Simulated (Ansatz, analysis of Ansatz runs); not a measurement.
# Migration in Al3GaN4 (Pm): V_N hop (3.1 Å), charge 0, part 4 of 5

Wanted: path and barrier of a jump of N in Al3GaN4 (Pm) at charge 0. The case: V_N hop (3.1 Å), in a cell of 96 host atoms with 1 N taken out.

Ansatz 0.2.0; plane-wave PAW DFT, PBEsol; nudged elastic band between two relaxed defect structures.

So far, barrier forward (eV): step 4 (nudged elastic band, charge 0) 2.51.

## Step 5: Single point at the start point, PBEsol, denser k-mesh

Three single points on a mesh of more k-points (start, top, end) test the sampling. The start is shown; top and end are run alike.

This step: plane-wave PAW DFT, PBEsol; single point of a defect supercell on a structure of the PBEsol path.

q0_M1.start.mesh/input.yaml

```yaml
crystal:
  lattice:
    - [10.08692303, 0.0, 0.00025291]
    - [0.0, 9.39015873, 0.0]
    - [-0.00644803, 0.0, 10.83602103]
  atoms:
    - { symbol: Al, position: [0.24997725, 0.16607918, 0.08276152] }
    - { symbol: Al, position: [-5.233e-05, 0.16634677, 0.41707623] }
    - { symbol: Al, position: [0.00043252, 0.00010387, 0.16565025] }
    - { symbol: Ga, position: [0.24985315, -0.00084011, 0.33256469] }
    - { symbol: "N", position: [0.05571323, -3.924e-05, 0.33287311] }
    - { symbol: "N", position: [0.06100871, 0.16670112, 0.08310512] }
    - { symbol: "N", position: [0.3120305, 0.16602194, 0.4196058] }
    - { symbol: "N", position: [0.31154399, -0.00024328, 0.16251573] }
    - { symbol: Al, position: [0.2492576, 0.16537478, 0.58301809] }
    - { symbol: Al, position: [-7.758e-05, 0.16725026, 0.916998] }
    - { symbol: Al, position: [0.00170885, 5.033e-05, 0.66577691] }
    - { symbol: Ga, position: [0.2500118, -0.00018096, 0.83260674] }
    - { symbol: "N", position: [0.05605855, 0.00043061, 0.83314779] }
    - { symbol: "N", position: [0.06048869, 0.16720467, 0.58332853] }
    - { symbol: "N", position: [0.31276455, 0.16653702, 0.91933869] }
    - { symbol: "N", position: [0.31243897, -0.00083781, 0.66268294] }
    - { symbol: Al, position: [0.25000657, 0.49975776, 0.08333119] }
    - { symbol: Al, position: [-0.00054707, 0.50023066, 0.41844333] }
    - { symbol: Al, position: [0.00012091, 0.33342678, 0.16539922] }
    - { symbol: Ga, position: [0.24782252, 0.33172916, 0.33186532] }
    - { symbol: "N", position: [0.05378828, 0.33350356, 0.3331148] }
    - { symbol: "N", position: [0.06110188, 0.50025199, 0.08355382] }
    - { symbol: "N", position: [0.30881783, 0.49945636, 0.41758446] }
    - { symbol: "N", position: [0.31106995, 0.33263694, 0.16232955] }
    - { symbol: Al, position: [0.25161348, 0.49839704, 0.58237442] }
    - { symbol: Al, position: [0.00103146, 0.50054698, 0.91724668] }
    - { symbol: Al, position: [0.00039732, 0.3346279, 0.66539446] }
    - { symbol: Ga, position: [0.24900026, 0.33294629, 0.83300303] }
    - { symbol: "N", position: [0.05474892, 0.33380251, 0.83288744] }
    - { symbol: "N", position: [0.06227209, 0.50099178, 0.58379107] }
    - { symbol: "N", position: [0.31309092, 0.49920405, 0.91990763] }
    - { symbol: "N", position: [0.30907835, 0.33176315, 0.66338884] }
    - { symbol: Al, position: [0.25031527, 0.83287784, 0.08329856] }
    - { symbol: Al, position: [0.00091804, 0.83348178, 0.41742465] }
    - { symbol: Al, position: [-0.00028408, 0.66664321, 0.1659788] }
    - { symbol: Ga, position: [0.24832502, 0.66645629, 0.33188118] }
    - { symbol: "N", position: [0.05402147, 0.66654777, 0.33318069] }
    - { symbol: "N", position: [0.0613562, 0.83315484, 0.08384704] }
    - { symbol: "N", position: [0.31311837, 0.83228756, 0.41888236] }
    - { symbol: "N", position: [0.31174909, 0.66628916, 0.16264219] }
    - { symbol: Al, position: [0.25350027, 0.83186337, 0.58286638] }
    - { symbol: Al, position: [0.0015955, 0.83358353, 0.91748537] }
    - { symbol: Al, position: [0.0048344, 0.66840083, 0.66647192] }
    - { symbol: Ga, position: [0.25296478, 0.66591988, 0.83234568] }
    - { symbol: "N", position: [0.05883651, 0.66704467, 0.8335199] }
    - { symbol: "N", position: [0.0646487, 0.83396932, 0.58310253] }
    - { symbol: "N", position: [0.31322264, 0.83343, 0.91973279] }
    - { symbol: "N", position: [0.3183769, 0.6636505, 0.66160057] }
    - { symbol: Al, position: [0.74992069, 0.16703509, 0.08307147] }
    - { symbol: Al, position: [0.50024924, 0.16580809, 0.41702668] }
    - { symbol: Al, position: [0.50047492, 6.52e-06, 0.16534594] }
    - { symbol: Ga, position: [0.74932243, -1.774e-05, 0.3329722] }
    - { symbol: "N", position: [0.55527171, -0.00178001, 0.3326651] }
    - { symbol: "N", position: [0.56101472, 0.16612009, 0.08064623] }
    - { symbol: "N", position: [0.81249864, 0.16655539, 0.41979951] }
    - { symbol: "N", position: [0.81146818, 0.00056307, 0.16309569] }
    - { symbol: Al, position: [0.75071328, 0.16763071, 0.58325973] }
    - { symbol: Al, position: [0.5004723, 0.16778439, 0.91420794] }
    - { symbol: Al, position: [0.50113255, -0.00078043, 0.66612286] }
    - { symbol: Ga, position: [0.7505495, 0.00042517, 0.83310223] }
    - { symbol: "N", position: [0.55637362, -0.00025277, 0.83300421] }
    - { symbol: "N", position: [0.56271893, 0.16333579, 0.58265484] }
    - { symbol: "N", position: [0.81197573, 0.16823105, 0.91933265] }
    - { symbol: "N", position: [0.81302212, 0.00173844, 0.66329134] }
    - { symbol: Al, position: [0.74995968, 0.49995545, 0.0835742] }
    - { symbol: Al, position: [0.49605915, 0.48874243, 0.41926483] }
    - { symbol: Al, position: [0.50013556, 0.33200664, 0.16322218] }
    - { symbol: Ga, position: [0.74972517, 0.33314412, 0.33320504] }
    - { symbol: "N", position: [0.55653607, 0.32906262, 0.32891514] }
    - { symbol: "N", position: [0.56109176, 0.49906019, 0.08239729] }
    - { symbol: "N", position: [0.80959749, 0.49999601, 0.42339791] }
    - { symbol: "N", position: [0.81154447, 0.3336069, 0.16308452] }
    - { symbol: Al, position: [0.74965651, 0.50832142, 0.58886169] }
    - { symbol: Al, position: [0.50075467, 0.499908, 0.91597168] }
    - { symbol: Al, position: [0.49776742, 0.33331981, 0.65597407] }
    - { symbol: Ga, position: [0.74858571, 0.33497013, 0.8319312] }
    - { symbol: "N", position: [0.55432449, 0.33539576, 0.82665404] }
    - { symbol: "N", position: [0.81300915, 0.50068013, 0.92008005] }
    - { symbol: "N", position: [0.80991143, 0.33636683, 0.66202076] }
    - { symbol: Al, position: [0.75018583, 0.83340594, 0.08450819] }
    - { symbol: Al, position: [0.50077668, 0.83100856, 0.41717867] }
    - { symbol: Al, position: [0.50051249, 0.66438805, 0.16723317] }
    - { symbol: Ga, position: [0.748484, 0.66591581, 0.33460448] }
    - { symbol: "N", position: [0.55421205, 0.66029252, 0.33707857] }
    - { symbol: "N", position: [0.56130901, 0.83219276, 0.08539937] }
    - { symbol: "N", position: [0.81286238, 0.83353376, 0.42005907] }
    - { symbol: "N", position: [0.8105964, 0.66633506, 0.16420801] }
    - { symbol: Al, position: [0.75190984, 0.83538722, 0.58376568] }
    - { symbol: Al, position: [0.50086721, 0.83440748, 0.91902512] }
    - { symbol: Al, position: [0.50971726, 0.66616834, 0.6669032] }
    - { symbol: Ga, position: [0.75115736, 0.66807362, 0.83410161] }
    - { symbol: "N", position: [0.55704478, 0.66829948, 0.83570508] }
    - { symbol: "N", position: [0.56289609, 0.83387388, 0.58287224] }
    - { symbol: "N", position: [0.81362576, 0.83446938, 0.92126909] }
    - { symbol: "N", position: [0.81780995, 0.67292855, 0.66583701] }
basis:
  ecutwfc: 420
  xc_grid: 2
hamiltonian:
  xc: pbesol
kpoints:
  mp_grid: { grid: [2, 2, 2], shift: [0.5, 0.5, 0.5] }
magnetization:
  spin_polarized: true
  initial_magnetization: 1
  spin_locking: { lock_magnetization: hard }
scf:
  occupations: { method: fixed }
  max_iter: 150
output:
  forces: true
  eigenvalues: true
checkpoint:
  write: "../q0_M1.start.mesh.run"
  compress: false
  write_wavefunctions: false
  write_every: 100000
```

Launch:

```bash
ansatz run input.yaml --threads 32 --pin off --max-ram 84787MiB --backend cuda --events-out ev --progress --plain --runs-dir out --max-vram 78GiB
```

Numbers of over 12 decimals in the logs are rounded to 6 here.

Log:

```text
[...]
Crystal: 95 atoms, lattice volume = 1026.364 Å³
Basis set: ecut = 420 eV, 20007 PW (Γ), exchange–correlation on 144×128×150 points (8 copies of the dense FFT grid, shifted against one another)
Bands: 345, of which v1, the nominal top of the filled ones, is band 250 counted from 1 (249 counted from 0)
Symmetry: 1 space group operations
[...]
k-points: 4 of 8 (time reversal used)
[...]
Starting moments: Σ|m| = 1 μB on 95 of 95 sites
[...]
SCF iter   1: F=—  HF=-81755.247031 eV  |F-HF|=—  |Δ(HF+E_count)|=         —  Δρ=6.08e-2 (↑6.01e-2 ↓6.08e-2)  dr2=1.67e2  dr2_m=5.87e-2  M=1.000 μB ∫|m|=1.011 μB  β_m=0.30  ethr=3.10e-3  ⟨swp⟩=5.0  Hψ=9170  notcnv=0  defer=742
[...]
SCF iter   6: F=—  HF=-81703.817258 eV  |F-HF|=—  |Δ(HF+E_count)|=   9.89e-3  Δρ=1.71e-4 (↑1.71e-4 ↓1.71e-4)  dr2=9.78e-4  dr2_m=1.57e-6  M=1.000 μB ∫|m|=1.074 μB  β_m=0.72  ethr=3.80e-6  ⟨swp⟩=2.0  Hψ=4035  notcnv=0  defer=748
[...]
SCF 1 converged in 11 iterations: F = -81703.817993 eV  dr2 = 1.48e-8
[...]
SCF converged after 11 iterations
[...]
```

It took 2.9 s on 1 × NVIDIA GB200 with 32 threads of Arm Neoverse V2, shared host; peak memory 1.4 GiB; 14 s of CPU time.

Numbers from this step:

- free energy: -81703.8180 eV
- total moment: 1 μB
- integral of the absolute spin density: 1.079 μB
- spin contamination: 0.004168

## Step 6: Barrier from single points, PBEsol, denser k-mesh

Analysis of the runs above: barrier from PBEsol single points on the PBEsol path.

It gives:

| Item | Value |
| --- | --- |
| barrier forward | 2.498 eV |
| barrier backward | 3.683 eV |
| end less start | -1.185 eV |

This gives 2.498 eV against the band's 2.508 eV (backward 3.683 against 3.681 eV). This mesh holds only the band's own point and its sign variants, so it tests the average over those and no finer sampling.

## Step 7: Single point at the start point, r2SCAN

Three single points with a meta-GGA, at its higher cutoff of 500 eV, show what it does to the barrier on the path found. The start is shown; top and end are run alike.

This step: plane-wave PAW DFT, r2SCAN; single point of a defect supercell on a structure of the PBEsol path.

q0_M1.start.r2scan/input.yaml, as its differences from q0_M1.start.mesh/input.yaml of step 5:

```diff
@@ -102,8 +102,8 @@
 basis:
-  ecutwfc: 420
+  ecutwfc: 500
   xc_grid: 2
 hamiltonian:
-  xc: pbesol
+  xc: r2scan
 kpoints:
-  mp_grid: { grid: [2, 2, 2], shift: [0.5, 0.5, 0.5] }
+  mp_grid: { grid: [1, 1, 1], shift: [0.25, 0.25, 0.25] }
 magnetization:
@@ -119,3 +119,3 @@
 checkpoint:
-  write: "../q0_M1.start.mesh.run"
+  write: "../q0_M1.start.r2scan.run"
   compress: false
```

Log:

```text
[...]
Warning: This run holds its total moment fixed (magnetization.spin_locking.lock_magnetization: hard) and mixes its density by anderson or broyden (scf.mixing.algorithm, typed or taken by auto). [...]
[...]
Crystal: 95 atoms, lattice volume = 1026.364 Å³
Basis set: ecut = 500 eV, 25977 PW (Γ), exchange–correlation on 150×144×160 points (8 copies of the dense FFT grid, shifted against one another)
Bands: 345, of which v1, the nominal top of the filled ones, is band 250 counted from 1 (249 counted from 0)
Symmetry: 1 space group operations
[...]
k-points: 1
[...]
Starting moments: Σ|m| = 1 μB on 95 of 95 sites
[...]
SCF iter   1: F=—  HF=-83189.399652 eV  |F-HF|=—  |Δ(HF+E_count)|=         —  Δρ=6.39e-2 (↑6.32e-2 ↓6.39e-2)  dr2=1.82e2  dr2_τ=5.56e0  dr2_m=4.93e-2  M=1.000 μB ∫|m|=1.008 μB  β_m=1.20  ethr=3.10e-3  ⟨swp⟩=5.0  Hψ=2294  notcnv=0  defer=184
[...]
SCF iter   2: F=—  HF=-83155.061205 eV  |F-HF|=—  |Δ(HF+E_count)|=    3.43e1  Δρ=3.53e-2 (↑3.53e-2 ↓3.51e-2)  dr2=5.36e1  dr2_τ=4.14e-1  dr2_m=4.20e-3  M=1.000 μB ∫|m|=1.164 μB  β_m=1.20  ethr=3.10e-3  ⟨swp⟩=3.0  Hψ=1306  notcnv=0  defer=185  κ⁻¹=1.0e0(r=1)
[...]
SCF 1 converged in 14 iterations: F = -83150.429195 eV  dr2 = 1.96e-8
[...]
SCF converged after 14 iterations
[...]
```

It took 2.8 s on 1 × NVIDIA GB200 with 32 threads; peak memory 1.5 GiB.

Numbers from this step:

| Property | Result |
| --- | --- |
| free energy | -83150.4292 eV |
| total moment | 1 μB |
| integral of the absolute spin density | 1.212 μB |
| spin contamination | 0.01749 |

## Step 8: Barrier from single points, r2SCAN

Analysis of the runs above: barrier from r2SCAN single points on the PBEsol path.

It gives:

- barrier forward: 2.791 eV
- barrier backward: 4.062 eV
- end less start: -1.271 eV

This gives 2.791 eV against the band's 2.508 eV.

(Part 4 of 5 ends here.)

[Logs are printed without paths, hosts, clocks, repeated set-up lines and the standing remarks that a program may print on its own settings, such as how far it seeks lower states.]

[Hosts, paths, dates, database ids (printed as entryN), source tags and the programs' standing remarks are cut or masked in the printed files.]
